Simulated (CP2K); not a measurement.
Two runs for the C K edge of 4-nitrosopyridine. Run A: CP2K XAS_TDP, all-electron GAPW, PBEh(45%), aug-cc-pVDZ, TDA, no relativity. Run B differs in one setting.

First lines with a strength over 0.0015. A:

```csv
atom,energy (eV),states,"strength, one atom"
C3 (bonded to 2 C and N),281.18,1,0.0221
,283.28,1,0.0350
,284.26,1,0.0015
,286.70,1,0.0156
,287.37,1,0.0017
C4 (bonded to 2 C and H),280.67,1,0.0410
,282.58,1,0.0122
,285.05,1,0.0124
,286.05,1,0.0041
,286.56,1,0.0018
"C5 (bonded to C, N and H)",281.53,1,0.0460
,282.95,1,0.0114
,285.18,1,0.0017
,285.58,1,0.0126
,286.66,1,0.0031
```

B:

```csv
atom,energy (eV),states,"strength, one atom"
C3 (bonded to 2 C and N),286.68,1,0.0216
,288.78,1,0.0343
,292.20,1,0.0153
,292.87,1,0.0017
,293.64,1,0.0066
C4 (bonded to 2 C and H),286.31,1,0.0402
,288.22,1,0.0119
,290.69,1,0.0122
,291.69,1,0.0040
,292.20,1,0.0018
"C5 (bonded to C, N and H)",287.30,1,0.0451
,288.72,1,0.0111
,290.95,1,0.0017
,291.35,1,0.0123
,292.43,1,0.0030
```

Q: Which was it: GW2X switched on, the basis, scalar relativity switched on, the functional?

GW2X switched on. GW2X shifts an atom's lines together and keeps their spacings. Against PBEh(45%) in aug-cc-pVDZ, the leading lines move by +5.50 eV (C3, to 286.68), +5.64 eV (C4, to 286.31) and +5.77 eV (C5, to 287.30).

[Banner, clock and machine lines of the logs are left out without a mark of their own.]

[Logs are printed without paths, hosts, clocks, repeated set-up lines and the standing remarks that a program may print on its own settings, such as how far it seeks lower states.]

[Hosts, paths, dates, database ids (printed as entryN), source tags and the programs' standing remarks are cut or masked in the printed files.]
